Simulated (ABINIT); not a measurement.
# CsPbI2Br (P4/mmm): G0W0 in ABINIT against the bands in the screening

Wanted: the cheapest bands in the screening that holds the gap of CsPbI2Br (P4/mmm).

Calculated with ABINIT 10.8.3; PBE and many-body steps on it, plane waves.

## (1) The structure

The structure is tetragonal, space group P4/mmm (No. 123). The conventional cell has a = 6.375 Å, b = 6.375 Å, c = 5.962 Å, α = 90.00°, β = 90.00°, γ = 90.00°. Nearest to Cs lie 8 I at 4.36 Å and 4 Br at 4.51 Å. Nearest to Pb lie 2 Br at 2.98 Å and 4 I at 3.19 Å. Nearest to I lie 2 Pb at 3.19 Å and 4 Cs at 4.36 Å. Nearest to Br lie 2 Pb at 2.98 Å and 4 Cs at 4.51 Å. Farther neighbours and most contacts between anions are not listed.

The cell and positions are those that the Materials Project relaxed with its own functionals (PBE, PBE+U or r2SCAN), kept fixed. Spin-orbit coupling is left out unless a step names it.

## (2) Screening, 2×2×2 mesh, 30 bands, screening to 106.1 eV

This step: ABINIT 10.8.3; RPA screening on PBE, plane waves, norm-conserving pseudopotentials.

The RPA dielectric matrix is built and inverted for each q.

The input, run.abi:

```
acell 3*1.0 Angstrom
rprim 
  6.375296000000 0.000000000000 0.000000000000
  0.000000000000 6.375296000000 0.000000000000
  0.000000000000 0.000000000000 5.962220000000
ntypat 4
znucl 55 82 53 35
natom 5
typat 1 2 3 3 4
xred 
  0.500000000000 0.500000000000 0.500000000000
  0.000000000000 0.000000000000 0.000000000000
  0.000000000000 0.500000000000 0.000000000000
  0.500000000000 0.000000000000 0.000000000000
  0.000000000000 0.000000000000 0.500000000000
pp_dirpath "pseudos"
pseudos "Cs.upf, Pb.upf, I.upf, Br.upf"
ecut 31
ngkpt 2 2 2
nshiftk 1
shiftk 0 0 0
kptopt 1
chksymbreak 0
istwfk *1
occopt 1
irdwfk 1
optdriver 3
nband 30
ecuteps 3.9
inclvkb 2
awtr 1
symchi 1
indata_prefix "in"
outdata_prefix "out"
tmpdata_prefix "tmp"
```

On the command line:

```sh
$ OMP_NUM_THREADS=1 mpirun -n 4 abinit run.abi > log
```

The log of the run:

```text
.Version 10.8.3 of ABINIT. v10.8.2 released Aug 2026.

 Symmetries : space group P4/m m m (#123); Bravais tP (primitive tetrag.)
[... echo of the input left out ...]
== DATASET  1 ==================================================================
-   mpi_nproc: 4, omp_nthreads: 1 (-1 if OMP is not activated)

--- !DatasetInfo
iteration_state: {dtset: 1, }
dimensions: {natom: 5, nkpt: 6, mband: 30, nsppol: 1, nspinor: 1, nspden: 1, mpw: 13544, }
cutoff_energies: {ecut:  31.0, pawecutdg:  -1.0, }
electrons: {nelect:   4.40000000E+01, charge:   0.00000000E+00, occopt:   1.00000000E+00, tsmear:   1.00000000E-02, }

 SCREENING: Calculation of the susceptibility and dielectric matrices

 Based on a program developped by R.W. Godby, V. Olevano, G. Onida, and L. Reining.
 Incorporated in ABINIT by V. Olevano, G.-M. Rignanese, and M. Torrent.
.Using double precision arithmetic ; gwpc =  8

[... cell and pseudopotentials left out ...]
--------------------------------------------------------------------------------

 ==== K-mesh for the wavefunctions ====
 Number of points in the irreducible wedge :     6
[... list of points left out ...]
 Together with 16 symmetry operations and time-reversal symmetry
 yields     8 points in the full Brillouin Zone.

 ==== Q-mesh for the screening function ====
 Number of points in the irreducible wedge :     6
[... list of points left out ...]
 Together with 16 symmetry operations and time-reversal symmetry
 yields     8 points in the full Brillouin Zone.

 setmesh: FFT mesh size selected  =    45x   45x   40
          total number of points  =        81000

 vcoul_init : cutoff-mode = AUXILIARY_FUNCTION
 q-points for optical limit:   1
     1)      0.000010    0.000020    0.000030

- screening: taking advantage of time-reversal symmetry
- Maximum band index for partially occupied states nbvw = 22
- Remaining bands to be divided among processors   nbcw = 8
- Number of bands treated by each node ~2

 Number of electrons calculated from density =   44.0000; Expected =   44.0000
 average of density, n =  0.026906
 r_s =    2.0702
 omega_plasma =   15.8227 [eV]

 calculating chi0 at frequencies [eV] :
  1    0.000000E+00    0.000000E+00
  2    0.000000E+00    1.582265E+01

--------------------------------------------------------------------------------
  q-point number  1        q = ( 0.000000, 0.000000, 0.000000) [r.l.u.]
--------------------------------------------------------------------------------
[... chi0 elements left out ...]
 For q-point:  0.000010 0.000020 0.000030
  dielectric constant =   9.4562
  dielectric constant without local fields =  10.6320

  Average fulfillment of the sum rule on Im[epsilon] for q-point    1 :     11.76  [%]
[... wings left out ...]
  q-point number  2        q = ( 0.500000, 0.000000, 0.000000) [r.l.u.]
--------------------------------------------------------------------------------
[... chi0 elements left out ...]
  Average fulfillment of the sum rule on Im[epsilon] for q-point    2 :     21.94  [%]

 [... 4 further q-points ...]
```

It took 9.7 s on 4 MPI ranks of Intel Xeon 6975P-C (Granite Rapids), shared host; peak memory 1.6 GiB; 38 s of CPU time.

Numbers from this step:

```yaml
eps_infinity_with_local_fields_on_this_mesh_along_the_program_s_q_direction: 9.456
the_same_without_local_fields: 10.63
plasma_frequency: 15.82 eV
plane_waves_in_the_screening_matrix: 603
```

Local fields lower ε∞ by 11 %. On a Γ-centred mesh this coarse the value itself is usually too large, while a short band sum pulls it down.

## (3) 30 bands

This step: G0W0 on PBE, plane waves, norm-conserving pseudopotentials.

Edit run.abi of step 2 so:

```diff
@@ -26,8 +26,17 @@
 irdwfk 1
-optdriver 3
-nband 30
+optdriver 4
+nband 99
+gwcalctyp 0
+ecutsigx 31
+symsigma 1
+nkptgw 2
+kptgw 
+  0.5000000000 0.5000000000 0.5000000000
+  0.0000000000 0.0000000000 0.0000000000
+bdgw 
+  21 24
+  21 24
 ecuteps 3.9
-inclvkb 2
-awtr 1
-symchi 1
+irdscr 1
+ppmodel 1
 indata_prefix "in"
```

The log of the run:

```text
.Version 10.8.3 of ABINIT. v10.8.2 released Aug 2026.

 Symmetries : space group P4/m m m (#123); Bravais tP (primitive tetrag.)
[... echo of the input left out ...]
== DATASET  1 ==================================================================
-   mpi_nproc: 4, omp_nthreads: 1 (-1 if OMP is not activated)

--- !DatasetInfo
iteration_state: {dtset: 1, }
dimensions: {natom: 5, nkpt: 6, mband: 99, nsppol: 1, nspinor: 1, nspden: 1, mpw: 13544, }
cutoff_energies: {ecut:  31.0, pawecutdg:  -1.0, }
electrons: {nelect:   4.40000000E+01, charge:   0.00000000E+00, occopt:   1.00000000E+00, tsmear:   1.00000000E-02, }

 SIGMA: Calculation of the GW corrections

 Based on a program developped by R.W. Godby, V. Olevano, G. Onida, and L. Reining.
 Incorporated in ABINIT by V. Olevano, G.-M. Rignanese, and M. Torrent.
.Using double precision arithmetic ; gwpc =  8

[... cell and pseudopotentials left out ...]
--------------------------------------------------------------------------------

 ==== K-mesh for the wavefunctions ====
 Number of points in the irreducible wedge :     6
[... list of points left out ...]
 Together with 16 symmetry operations and time-reversal symmetry
 yields     8 points in the full Brillouin Zone.

 ==== Q-mesh for screening function ====
 Number of points in the irreducible wedge :     6
[... list of points left out ...]
 Together with 16 symmetry operations and time-reversal symmetry
 yields     8 points in the full Brillouin Zone.

 vcoul_init : cutoff-mode = AUXILIARY_FUNCTION
 q-points for optical limit:   1
     1)      0.000010    0.000020    0.000030
 setmesh: FFT mesh size selected  =    64x   64x   60
          total number of points  =       245760

 Number of electrons calculated from density =   44.0000; Expected =   44.0000
 average of density, n =  0.026906
 r_s =    2.0702
 omega_plasma =   15.8227 [eV]

 === KS Band Gaps ===
  >>>> For spin  1
   Minimum direct gap =   1.4643 [eV], located at k-point      :   0.5000  0.5000  0.5000
   Fundamental gap    =   1.4643 [eV], Top of valence bands at :   0.5000  0.5000  0.5000
                                       Bottom of conduction at :   0.5000  0.5000  0.5000
 SIGMA fundamental parameters:
 PLASMON POLE MODEL  1
 number of plane-waves for SigmaX                13465
 number of plane-waves for SigmaC and W            603
 number of plane-waves for wavefunctions         13465
 number of bands                                    99
 number of independent spin polarizations            1
 number of spinorial components                      1
 number of k-points in IBZ                           6
 number of q-points in IBZ                           6
 number of symmetry operations                      16
 number of k-points in BZ                            8
 number of q-points in BZ                            8
 number of frequencies for dSigma/dE                 9
 frequency step for dSigma/dE [eV]                0.25
 number of omega for Sigma on real axis              0
 max omega for Sigma on real axis  [eV]           0.00
 zcut for avoiding poles [eV]                     0.10

 EPSILON^-1 parameters (SCR file):
 dimension of the eps^-1 matrix on file            603
 dimension of the eps^-1 matrix used               603
 number of plane-waves for wavefunctions         13465
 number of bands                                    30
 number of q-points in IBZ                           6
 number of frequencies                               2
 number of real frequencies                          1
 number of imag frequencies                          1

 matrix elements of self-energy operator (all in [eV])

 Perturbative Calculation

--- !SelfEnergy_ee
iteration_state: {dtset: 1, }
kpoint     : [   0.500,    0.500,    0.500, ]
spin       : 1
KS_gap     :    1.464
QP_gap     :    2.372
Delta_QP_KS:    0.907
data: !SigmaeeData |
     Band     E0 <VxcDFT>   SigX SigC(E0)      Z dSigC/dE  Sig(E)    E-E0       E
       21   0.212 -11.202 -13.988   2.429   0.774  -0.293 -11.478  -0.276  -0.065
       22   1.059 -12.738 -14.703   1.905   0.784  -0.275 -12.785  -0.047   1.012
       23   2.524  -9.504  -6.470  -1.947   0.792  -0.263  -8.643   0.861   3.384
       24   2.524  -9.504  -6.470  -1.947   0.792  -0.263  -8.643   0.861   3.384

--- !SelfEnergy_ee
iteration_state: {dtset: 1, }
kpoint     : [   0.000,    0.000,    0.000, ]
spin       : 1
KS_gap     :    4.416
QP_gap     :    5.688
Delta_QP_KS:    1.272
data: !SigmaeeData |
     Band     E0 <VxcDFT>   SigX SigC(E0)      Z dSigC/dE  Sig(E)    E-E0       E
       21  -0.204 -11.079 -13.977   2.500   0.767  -0.304 -11.384  -0.305  -0.509
       22  -0.204 -11.079 -13.977   2.500   0.767  -0.304 -11.384  -0.305  -0.509
       23   4.212  -5.717  -2.343  -2.210   0.831  -0.204  -4.750   0.967   5.179
       24   5.103  -5.996  -2.567  -2.185   0.831  -0.203  -4.962   1.035   6.138

== END DATASET(S) ==============================================================
================================================================================

 -outvars: echo values of variables after computation  --------
           etotal      0.0000000000E+00
            nband          99
             nkpt           6
          spgroup         123
 [... the other variables as echoed above ...]

 Calculation completed.
```

The job ended after 19 s (4 MPI ranks; peak memory 1.9 GiB).

Numbers from this step:

```
G0W0 gap on the points computed              : 2.372 eV
starting gap on the mesh                     : 1.465 eV
k of the valence top                         : 0.5, 0.5, 0.5
k of the conduction bottom                   : 0.5, 0.5, 0.5
Z at the valence top                         : 0.784
Z at the conduction bottom                   : 0.792
least direct G0W0 gap on the computed points : 2.372 eV
```

## (4) Screening, 2×2×2 mesh, 39 bands, screening to 106.1 eV

This step: RPA screening on PBE, plane waves, norm-conserving pseudopotentials.

Edit run.abi of step 3 so:

```diff
@@ -26,17 +26,8 @@
 irdwfk 1
-optdriver 4
-nband 99
-gwcalctyp 0
-ecutsigx 31
-symsigma 1
-nkptgw 2
-kptgw 
-  0.5000000000 0.5000000000 0.5000000000
-  0.0000000000 0.0000000000 0.0000000000
-bdgw 
-  21 24
-  21 24
+optdriver 3
+nband 39
 ecuteps 3.9
-irdscr 1
-ppmodel 1
+inclvkb 2
+awtr 1
+symchi 1
 indata_prefix "in"
```

The log of the run:

```text
.Version 10.8.3 of ABINIT. v10.8.2 released Aug 2026.

 Symmetries : space group P4/m m m (#123); Bravais tP (primitive tetrag.)
[... echo of the input left out ...]
== DATASET  1 ==================================================================
-   mpi_nproc: 4, omp_nthreads: 1 (-1 if OMP is not activated)

--- !DatasetInfo
iteration_state: {dtset: 1, }
dimensions: {natom: 5, nkpt: 6, mband: 39, nsppol: 1, nspinor: 1, nspden: 1, mpw: 13544, }
cutoff_energies: {ecut:  31.0, pawecutdg:  -1.0, }
electrons: {nelect:   4.40000000E+01, charge:   0.00000000E+00, occopt:   1.00000000E+00, tsmear:   1.00000000E-02, }

 SCREENING: Calculation of the susceptibility and dielectric matrices

 Based on a program developped by R.W. Godby, V. Olevano, G. Onida, and L. Reining.
 Incorporated in ABINIT by V. Olevano, G.-M. Rignanese, and M. Torrent.
.Using double precision arithmetic ; gwpc =  8

[... cell and pseudopotentials left out ...]
--------------------------------------------------------------------------------

 ==== K-mesh for the wavefunctions ====
 Number of points in the irreducible wedge :     6
[... list of points left out ...]
 Together with 16 symmetry operations and time-reversal symmetry
 yields     8 points in the full Brillouin Zone.

 ==== Q-mesh for the screening function ====
 Number of points in the irreducible wedge :     6
[... list of points left out ...]
 Together with 16 symmetry operations and time-reversal symmetry
 yields     8 points in the full Brillouin Zone.

 setmesh: FFT mesh size selected  =    45x   45x   40
          total number of points  =        81000

 vcoul_init : cutoff-mode = AUXILIARY_FUNCTION
 q-points for optical limit:   1
     1)      0.000010    0.000020    0.000030

- screening: taking advantage of time-reversal symmetry
- Maximum band index for partially occupied states nbvw = 22
- Remaining bands to be divided among processors   nbcw = 17
- Number of bands treated by each node ~4

 Number of electrons calculated from density =   44.0000; Expected =   44.0000
 average of density, n =  0.026906
 r_s =    2.0702
 omega_plasma =   15.8227 [eV]

 calculating chi0 at frequencies [eV] :
  1    0.000000E+00    0.000000E+00
  2    0.000000E+00    1.582265E+01

--------------------------------------------------------------------------------
  q-point number  1        q = ( 0.000000, 0.000000, 0.000000) [r.l.u.]
--------------------------------------------------------------------------------
[... chi0 elements left out ...]
 For q-point:  0.000010 0.000020 0.000030
  dielectric constant =   9.7846
  dielectric constant without local fields =  11.1617

  Average fulfillment of the sum rule on Im[epsilon] for q-point    1 :     22.26  [%]
[... wings left out ...]
  q-point number  2        q = ( 0.500000, 0.000000, 0.000000) [r.l.u.]
--------------------------------------------------------------------------------
[... chi0 elements left out ...]
  Average fulfillment of the sum rule on Im[epsilon] for q-point    2 :     35.94  [%]

 [... 4 further q-points ...]
```

Wall time 18 s (4 MPI ranks); peak memory 1.7 GiB; 70 s of CPU time.

Numbers from this step:

- ε∞ with local fields, on this mesh, along the program's q direction: 9.785
- the same without local fields: 11.16
- plasma frequency: 15.82 eV
- plane waves in the screening matrix: 603

## (5) 39 bands

The self-energy is evaluated for the states that the input lists, and the levels follow from it, in one-shot runs by the linearised quasiparticle equation.

This step: G0W0 on PBE, plane waves, norm-conserving pseudopotentials.

Edit run.abi of step 4 so:

```diff
@@ -26,8 +26,17 @@
 irdwfk 1
-optdriver 3
-nband 39
+optdriver 4
+nband 99
+gwcalctyp 0
+ecutsigx 31
+symsigma 1
+nkptgw 2
+kptgw 
+  0.5000000000 0.5000000000 0.5000000000
+  0.0000000000 0.0000000000 0.0000000000
+bdgw 
+  21 24
+  21 24
 ecuteps 3.9
-inclvkb 2
-awtr 1
-symchi 1
+irdscr 1
+ppmodel 1
 indata_prefix "in"
```

The log of the run:

```text
.Version 10.8.3 of ABINIT. v10.8.2 released Aug 2026.

 Symmetries : space group P4/m m m (#123); Bravais tP (primitive tetrag.)
[... echo of the input left out ...]
== DATASET  1 ==================================================================
-   mpi_nproc: 4, omp_nthreads: 1 (-1 if OMP is not activated)

--- !DatasetInfo
iteration_state: {dtset: 1, }
dimensions: {natom: 5, nkpt: 6, mband: 99, nsppol: 1, nspinor: 1, nspden: 1, mpw: 13544, }
cutoff_energies: {ecut:  31.0, pawecutdg:  -1.0, }
electrons: {nelect:   4.40000000E+01, charge:   0.00000000E+00, occopt:   1.00000000E+00, tsmear:   1.00000000E-02, }

 SIGMA: Calculation of the GW corrections

 Based on a program developped by R.W. Godby, V. Olevano, G. Onida, and L. Reining.
 Incorporated in ABINIT by V. Olevano, G.-M. Rignanese, and M. Torrent.
.Using double precision arithmetic ; gwpc =  8

[... cell and pseudopotentials left out ...]
--------------------------------------------------------------------------------

 ==== K-mesh for the wavefunctions ====
 Number of points in the irreducible wedge :     6
[... list of points left out ...]
 Together with 16 symmetry operations and time-reversal symmetry
 yields     8 points in the full Brillouin Zone.

 ==== Q-mesh for screening function ====
 Number of points in the irreducible wedge :     6
[... list of points left out ...]
 Together with 16 symmetry operations and time-reversal symmetry
 yields     8 points in the full Brillouin Zone.

 vcoul_init : cutoff-mode = AUXILIARY_FUNCTION
 q-points for optical limit:   1
     1)      0.000010    0.000020    0.000030
 setmesh: FFT mesh size selected  =    64x   64x   60
          total number of points  =       245760

 Number of electrons calculated from density =   44.0000; Expected =   44.0000
[...]
number of omega for Sigma on real axis              0
 max omega for Sigma on real axis  [eV]           0.00
 zcut for avoiding poles [eV]                     0.10

 EPSILON^-1 parameters (SCR file):
 dimension of the eps^-1 matrix on file            603
 dimension of the eps^-1 matrix used               603
 number of plane-waves for wavefunctions         13465
 number of bands                                    39
 number of q-points in IBZ                           6
 number of frequencies                               2
 number of real frequencies                          1
 number of imag frequencies                          1

 matrix elements of self-energy operator (all in [eV])

 Perturbative Calculation

--- !SelfEnergy_ee
iteration_state: {dtset: 1, }
kpoint     : [   0.500,    0.500,    0.500, ]
spin       : 1
KS_gap     :    1.464
QP_gap     :    2.239
Delta_QP_KS:    0.775
data: !SigmaeeData |
     Band     E0 <VxcDFT>   SigX SigC(E0)      Z dSigC/dE  Sig(E)    E-E0       E
       21   0.212 -11.202 -13.988   2.538   0.776  -0.289 -11.394  -0.193   0.019
       22   1.059 -12.738 -14.703   1.946   0.788  -0.269 -12.753  -0.014   1.045
       23   2.524  -9.504  -6.470  -2.082   0.798  -0.253  -8.744   0.760   3.284
[...]
--- !SelfEnergy_ee
iteration_state: {dtset: 1, }
kpoint     : [   0.000,    0.000,    0.000, ]
spin       : 1
KS_gap     :    4.416
QP_gap     :    5.323
Delta_QP_KS:    0.906
data: !SigmaeeData |
     Band     E0 <VxcDFT>   SigX SigC(E0)      Z dSigC/dE  Sig(E)    E-E0       E
[...]
23   4.212  -5.717  -2.343  -2.562   0.831  -0.203  -5.042   0.674   4.887
       24   5.103  -5.996  -2.567  -2.503   0.831  -0.203  -5.226   0.770   5.873

== END DATASET(S) ==============================================================
================================================================================

 -outvars: echo values of variables after computation  --------
           etotal      0.0000000000E+00
            nband          99
             nkpt           6
          spgroup         123
 [... the other variables as echoed above ...]

 Calculation completed.
```

Elapsed: 19 s, on 4 MPI ranks; peak memory 1.9 GiB; 74 s of CPU time.

Numbers from this step:

```
G0W0 gap on the points computed              : 2.239 eV
starting gap on the mesh                     : 1.465 eV
k of the valence top                         : 0.5, 0.5, 0.5
k of the conduction bottom                   : 0.5, 0.5, 0.5
Z at the valence top                         : 0.788
Z at the conduction bottom                   : 0.798
least direct G0W0 gap on the computed points : 2.239 eV
```

The gap on the mesh goes from 1.46 eV to 2.24 eV, a correction of +0.77 eV.

[end of part 1 of 2]

[Paths, hosts, dates, memory and timing lines, banners, echoed tables and standing remarks are left out of the program output.]

[Logs are printed without paths, hosts, clocks, repeated set-up lines and the standing remarks that a program may print on its own settings, such as how far it seeks lower states.]

[Runs of the session that timed out or met a known fault of the program may be left out.]

[Hosts, paths, dates, database ids (printed as entryN), source tags and the programs' standing remarks are cut or masked in the printed files.]

[G0W0 gaps are taken among the corrected bands and points alone; a level outside them can change the order at an edge.]

[Where Ansatz stands beside ABINIT at settings called matched, ABINIT's density can come from a denser mesh and the files from another edition; pairs whose starting gaps differed by over 0.03 eV were left out, so agreement reads better than it is.]
